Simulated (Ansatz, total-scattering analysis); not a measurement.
# amorphous 40Ta2O5-60SiO2 (mol %): run and scatter

Aim: the structure of amorphous 40Ta2O5-60SiO2 (mol %) at 300 K, and the X-ray and neutron patterns it would give.

Method: ab initio molecular dynamics with Ansatz (PBE, plane waves, PAW set soft_1, Langevin thermostat, no spin, fixed volume). Composition: Si 13.0, Ta 17.4, O 69.6 atom %; 69 atoms. The average runs over 1.70 ps of 69 atoms, so shells between rare elements are rough. Mean temperature 336 K, largest m.s.d. 0.05 Å², energy drift -6 meV an atom (last third less first, no steady trend), Langevin friction 2 ps⁻¹; the first quarter of the run is discarded. Preparation: atoms packed at random with minimum distances, then 1.4 ps at 3000 K, 1.8 ps at 1860 K and 1.8 ps at 990 K with a cheaper basis and a friction of 10 ps⁻¹ (mean temperature of the first stage 2971 K), too short to forget the start in full. So short a stretch relaxes bonds and nearest shells but still remembers its start.

## The run

The step of 1.5 fs has to resolve the fastest vibration, that of the lightest atoms and stiffest bonds. The volume is fixed, since the run is too short for a cell to find its own; the mean pressure then hints how far the functional is from its own density, with errors up to a few GPa from cell size, k-points and loose SCF steps (the program warns of the last). One k-point, Γ, is the usual economy for a cell of this size. Smeared occupations keep the forces smooth should levels come near the Fermi energy. A Langevin thermostat samples the right structure once equilibrated, but its friction lowers diffusion.

Contents of input.yaml:

```yaml
crystal:
  lattice:
    - [10.0647, 0.0, 0.0]
    - [0.0, 10.0647, 0.0]
    - [0.0, 0.0, 10.0647]
  atoms:
    - { symbol: Si, position: [0.54917, 0.51983, 0.23149] }
    - { symbol: Si, position: [0.95792, 0.47366, 0.64817] }
    - { symbol: Si, position: [0.89851, 0.33443, 0.19813] }
    - { symbol: Si, position: [0.40308, 0.60111, 0.56289] }
[... 63 atom lines left out ...]
    - { symbol: O, position: [0.09997, 0.96608, 0.99612] }
    - { symbol: O, position: [0.61941, 0.2515, 0.76602] }
kpoints:
  mp_grid: { grid: [1, 1, 1] }
scf:
  occupations: { method: fermi_dirac, width: 0.0259 }
hamiltonian:
  xc: pbe
  pseudopotentials: { kind: paw, azcp: { folder: soft_1 } }
output:
  forces: true
  stress: true
md:
  timestep: 1.5
  n_steps: 1500
  ensemble: nvt_langevin
  temperature: 300.0
  initial_velocities: maxwell_boltzmann
  seed: 7
  friction: 0.002
```

```console
$ ansatz run input.yaml --threads 16 --pin off --max-ram 32768MiB --backend cuda --events-out ev --progress --plain --runs-dir out --max-vram 52GiB
```

```text
Warning: md: disabling space-group detection — thermal motion breaks the input geometry's symmetry, so no spatial operation reduces the k-mesh or symmetrises the density; time reversal is kept, so that k and −k are [...]
Warning: output.stress: scf.convergence.dr2_threshold = 6.9e-8 eV (the default of an md: trajectory) is looser than the 6.9e-9 eV advised for a printed stress (1e-10 eV for each atom of the cell: 69). What an SCF [...]
Engine: ansatz 0.2.0, aarch64-unknown-linux-gnu
Pseudopotential: Si, paw, valence charge 4, recommended cutoff 420 eV (normal), soft_1/Si.paw.azcp
Pseudopotential: Ta, paw, valence charge 13, recommended cutoff 420 eV (normal), soft_1/Ta.paw.azcp
Pseudopotential: O, paw, valence charge 6, recommended cutoff 420 eV (normal), soft_1/O.paw.azcp
Functional definition: PBE
Crystal: 69 atoms, lattice volume = 1019.536 Å³
Basis set: ecut = 420 eV, 19933 PW (Γ), exchange–correlation on 144×144×144 points (8 copies of the dense FFT grid, shifted against one another)
Bands: 309, of which v1, the nominal top of the filled ones, is band 240 counted from 1 (239 counted from 0)
k-points: 1
[... other set-up lines, SCF lines and steps between those shown are left out ...]
md step     0: t =     0.00 fs  T =   295.7 K  F+E_penalty+E_count = -152217.06238233 eV  E_kin = 2.636904 eV  P_inst = 1.0359 GPa  (16 SCF iters)
md step     1: t =     1.50 fs  T =   294.7 K  F+E_penalty+E_count = -152217.12626991 eV  E_kin = 2.628201 eV  P_inst = 0.8560 GPa  (10 SCF iters)
md step    60: t =    90.00 fs  T =   582.4 K  F+E_penalty+E_count = -152220.46440960 eV  E_kin = 5.194240 eV  P_inst = 0.4507 GPa  (10 SCF iters)
md step   120: t =   180.00 fs  T =   514.1 K  F+E_penalty+E_count = -152220.50686580 eV  E_kin = 4.585237 eV  P_inst = 1.5128 GPa  (10 SCF iters)
md step   180: t =   270.00 fs  T =   564.9 K  F+E_penalty+E_count = -152221.47462851 eV  E_kin = 5.038701 eV  P_inst = 0.8107 GPa  (10 SCF iters)
md step   240: t =   360.00 fs  T =   550.7 K  F+E_penalty+E_count = -152221.90509514 eV  E_kin = 4.911521 eV  P_inst = -1.1347 GPa  (10 SCF iters)
md step   360: t =   540.00 fs  T =   451.5 K  F+E_penalty+E_count = -152222.40537298 eV  E_kin = 4.027262 eV  P_inst = -1.6200 GPa  (10 SCF iters)
md step   480: t =   720.00 fs  T =   338.0 K  F+E_penalty+E_count = -152222.07015166 eV  E_kin = 3.014366 eV  P_inst = -0.5973 GPa  (10 SCF iters)
md step   600: t =   900.00 fs  T =   331.9 K  F+E_penalty+E_count = -152222.17072459 eV  E_kin = 2.960071 eV  P_inst = -0.0606 GPa  (10 SCF iters)
md step   720: t =  1080.00 fs  T =   354.7 K  F+E_penalty+E_count = -152222.38377601 eV  E_kin = 3.163651 eV  P_inst = -0.4572 GPa  (10 SCF iters)
md step   840: t =  1260.00 fs  T =   316.0 K  F+E_penalty+E_count = -152222.25196525 eV  E_kin = 2.818763 eV  P_inst = 1.2705 GPa  (10 SCF iters)
md step   960: t =  1440.00 fs  T =   281.4 K  F+E_penalty+E_count = -152222.18008213 eV  E_kin = 2.509598 eV  P_inst = 1.0338 GPa  (10 SCF iters)
md step  1080: t =  1620.00 fs  T =   314.5 K  F+E_penalty+E_count = -152222.36634677 eV  E_kin = 2.804748 eV  P_inst = -0.2168 GPa  (9 SCF iters)
md step  1200: t =  1800.00 fs  T =   315.8 K  F+E_penalty+E_count = -152222.68126532 eV  E_kin = 2.816198 eV  P_inst = -0.1194 GPa  (10 SCF iters)
md step  1320: t =  1980.00 fs  T =   320.3 K  F+E_penalty+E_count = -152222.78894322 eV  E_kin = 2.856676 eV  P_inst = 0.2926 GPa  (10 SCF iters)
md step  1440: t =  2160.00 fs  T =   359.5 K  F+E_penalty+E_count = -152222.95463406 eV  E_kin = 3.206775 eV  P_inst = 0.1503 GPa  (10 SCF iters)
[... last step's energies and forces left out ...]
--- MD trajectory: 1500 steps, t = 0.0 → 2250.0 fs ---
  final state: T = 318.4 K   F+E_penalty+E_count = -152222.15954248 eV   E_kin = 2.839595 eV
```

Run time: 6.6 min on 1 × NVIDIA GB200 with 16 threads of Arm Neoverse V2, on a shared host, peak memory 1.2 GiB.

## Analysis

S(Q) is the Faber–Ziman total, Σ ci cj fi fj (Sij − 1)/⟨f⟩² + 1. Below 4 Å⁻¹ the partials are summed on the cell's own reciprocal vectors (from 0.62 Å⁻¹) and folded with a Gaussian of σ = 0.14 Å⁻¹; above it they are transforms of g(r) out to 6.8 Å, tapered over the last 40 %. The fold lowers sharp peaks, and with so few vectors their positions are good to about 0.1 Å⁻¹. X-rays take neutral-atom form factors, neutrons coherent lengths (Si 4.15071, Ta 6.91, O 5.8037 fm). G(r) = 4πrρ₀[g(r) − 1] carries the resolution of a Lorch-windowed transform up to 20 Å⁻¹. The patterns are simulated, not measured. Spin–orbit coupling is left out. The cell is small: beyond half the box only the part of each shell inside it is counted, and low-Q values rest on few vectors. It is averaged over 126 frames.

```
T (K)  state  density (g/cm³)  first clear X-ray maximum (Å⁻¹)  its height (X-ray)  first clear neutron maximum (Å⁻¹)  its height (neutron)  Si–O (Å)  O around Si  Ta–O (Å)  O on one former (%)                  held  D over the elements, rough (10⁻⁹ m²/s)
  300  rigid            5.199                             1.76                1.87                               1.68                  0.90      1.63         4.00      1.94                 45.8  volume, 0.2 GPa mean                                       -
```

X-ray S(Q):

```
Q (Å⁻¹)  300 K
    0.8  -0.80
    1.1  -0.52
    1.4   0.50
    1.7   1.78
    2.0   1.48
    2.3   1.01
    2.6   0.24
    2.9   0.04
    3.2   0.94
    3.5   1.19
    3.8   1.39
    4.1   1.63
    4.4   1.08
    4.7   0.60
    5.0   0.70
    5.3   1.15
    5.6   1.26
    5.9   0.91
    6.2   0.65
    6.5   0.80
    6.8   1.14
    7.1   1.27
    7.4   1.13
    7.7   0.94
    8.0   0.93
    8.3   1.02
    8.6   1.02
    8.9   0.94
```

At 300 K the maxima of S(Q), Q in Å⁻¹ (height), are X-ray: 1.76 (1.87), 3.99 (1.74), 5.50 (1.29), 7.08 (1.27); neutron: 1.68 (0.90), 4.95 (1.20), 7.47 (1.16), 10.03 (1.05). Its shells:

| pair | first peak (Å) | g there | first minimum (Å) | g there | neighbours | X-ray weight (f = Z) | neutron weight |
| --- | --- | --- | --- | --- | --- | --- | --- |
| Si–O | 1.63 | 21.6 | 2.08 | 0.00 | 4.0 O per Si, 0.8 Si per O | 0.05 | 0.13 |
| Ta–O | 1.94 | 8.6 | 2.74 | 0.04 | 5.3 O per Ta, 1.3 Ta per O | 0.35 | 0.29 |
| O–O | 2.68 | 3.9 | 3.42 | 0.63 | 8.2 | 0.08 | 0.49 |
| Si–Si | 3.04 | 5.7 | 3.50 | 0.00 | 1.6 | 0.01 | 0.01 |
| Si–Ta | 3.44 | 4.5 | 3.76 | 0.13 | 2.7 Ta per Si, 2.0 Si per Ta | 0.11 | 0.04 |
| Ta–Ta | 3.85 | 4.3 | 4.26 | 0.21 | 3.6 | 0.40 | 0.04 |

Bonded neighbours (only these pairs count: cutoffs Si–O 2.08 Å, Ta–O 2.74 Å): Si: 4 100 %; Ta: 4 8.3 %, 5 57 %, 6 34 %; O: 1 1.5 %, 2 90 %, 3 8.1 %. Bridging oxygens per network former of four or fewer bonds: Si: Q0 11 %, Q1 56 %, Q2 11 %, Q3 11 %, Q4 11 %. Oxygen by network formers bound (Si, B, P, Ge and Al count): none 40 %, one 46 %, two 15 %. O–Si–O peak at 110°, O–Ta–O peak at 88° and Ta–O–Ta peak at 140°. These counts come from 15 frames.

The tapered transform alone would put 1.72 at the X-ray maximum of 1.76 Å⁻¹, where the reciprocal vectors give 1.87: a cut in r lowers sharp peaks, which is why the direct sum is used there.

**Reading.** The first Si–O shell holds 4.0 O at 1.63 Å, and g falls to nearly zero behind it. The first Ta–O shell holds 5.3 O at 1.94 Å, and g falls to nearly zero behind it. Anions around each cation, with the position of the first peak: Ta 5.3 (Ta–O 1.94 Å, to 2.74 Å) and Si 4.0 (Si–O 1.63 Å, to 2.08 Å). The weights that differ most between the probes (X-ray, neutron): O–O 0.08 and 0.49, Ta–Ta 0.40 and 0.04 and Si–O 0.05 and 0.13. The first neutron maximum, at 1.68 Å⁻¹, has Q r₁ = 3.2, far below the 7.7 of dense packing: it marks order on a period of 3.7 Å, between structural units. It is one small sample quenched within picoseconds, so it is less relaxed than a real glass or film.

[Logs are printed without paths, hosts, clocks, repeated set-up lines and the standing remarks that a program may print on its own settings, such as how far it seeks lower states.]
